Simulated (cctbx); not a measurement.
**Reading a Patterson map**

Space group Pm-3n (no. 223), a = 5.3100 Å, b = 5.3100 Å, c = 5.3100 Å, α = 90.00°, β = 90.00°, γ = 90.00°, content Hf2 Mo6.

Simulated single-crystal data (cctbx): Mo Kα, λ = 0.71073 Å, to d = 0.77 Å, 50 % of the full sphere, strongest reflection 5000 counts, noise from counting, a 4 % proportional error and a noise floor of 4 counts (s.d.); no absorption, some extinction.

Patterson synthesis, origin scaled to 1000:

```text
Patterson group P m -3 m
      u       v       w   height  length (A)
  0.000   0.000   0.000   1000.0     0.00
  0.500   0.500   0.500    600.9     4.60
  0.000   0.249   0.500    258.5     2.97
  0.246   0.246   0.500    105.1     3.24
  0.000   0.000   0.500    102.6     2.65
  0.122   0.122   0.122      3.9     1.12
  0.377   0.377   0.377      3.9     3.47
  0.123   0.351   0.351      3.7     2.72
  0.145   0.145   0.380      3.1     2.29
  0.075   0.075   0.183      1.7     1.12
  0.291   0.291   0.291     -3.1     2.67
  0.297   0.387   0.500     -3.8     3.71
  0.000   0.150   0.314     -5.8     1.85
  0.000   0.443   0.443     -7.7     3.32
```

**Question.** Which atom pairs make the peaks, and where is the heaviest atom?

A peak at u stands for all pairs with xi − xj = u, with weight Σ ZiZj against Σ Z² = 20952 at the origin. Peak heights follow these weights only roughly, since form factors, motion and series ripples differ, all vectors within 0.55 Å of a peak are counted as merged into it though the farther ones add only part of their weight, and F(000) is left out, which lowers the whole map:

| u | v | w | shortest length (Å) | height | 1000 ΣZiZj/ΣZ² | pairs in the cell |
| --- | --- | --- | --- | --- | --- | --- |
| 0.500 | 0.500 | 0.500 | 4.60 | 601 | 495 | 2 × Hf–Hf |
| 0.000 | 0.249 | 0.500 | 2.97 | 258 | 289 | 2 × Hf–Mo |
| 0.246 | 0.246 | 0.500 | 3.23 | 105 | 168 | 2 × Mo–Mo |
| 0.000 | 0.000 | 0.500 | 2.65 | 103 | 168 | 2 × Mo–Mo |

The table stops at ten peaks or at a height of 45, below which ripples compete. In the model behind the data Hf, the heaviest element, has 1 independent site: (1/2, 1/2, 1/2), up to an allowed shift of origin; the Hf–Hf vectors are differences of these positions and their symmetry mates. The whole model:

| atom | mult. | x | y | z | Ueq (Å²) |
| --- | --- | --- | --- | --- | --- |
| Hf1 | 2 | 1/2 | 1/2 | 1/2 | 0.0107 |
| Mo1 | 6 | 0 | 1/2 | 1/4 | 0.0168 |

The model was made for the exercise: a known structure type with other elements put in, its volume estimated, not relaxed; displacement parameters are assumed.

[Logs are printed without paths, hosts, clocks, repeated set-up lines and the standing remarks that a program may print on its own settings, such as how far it seeks lower states.]
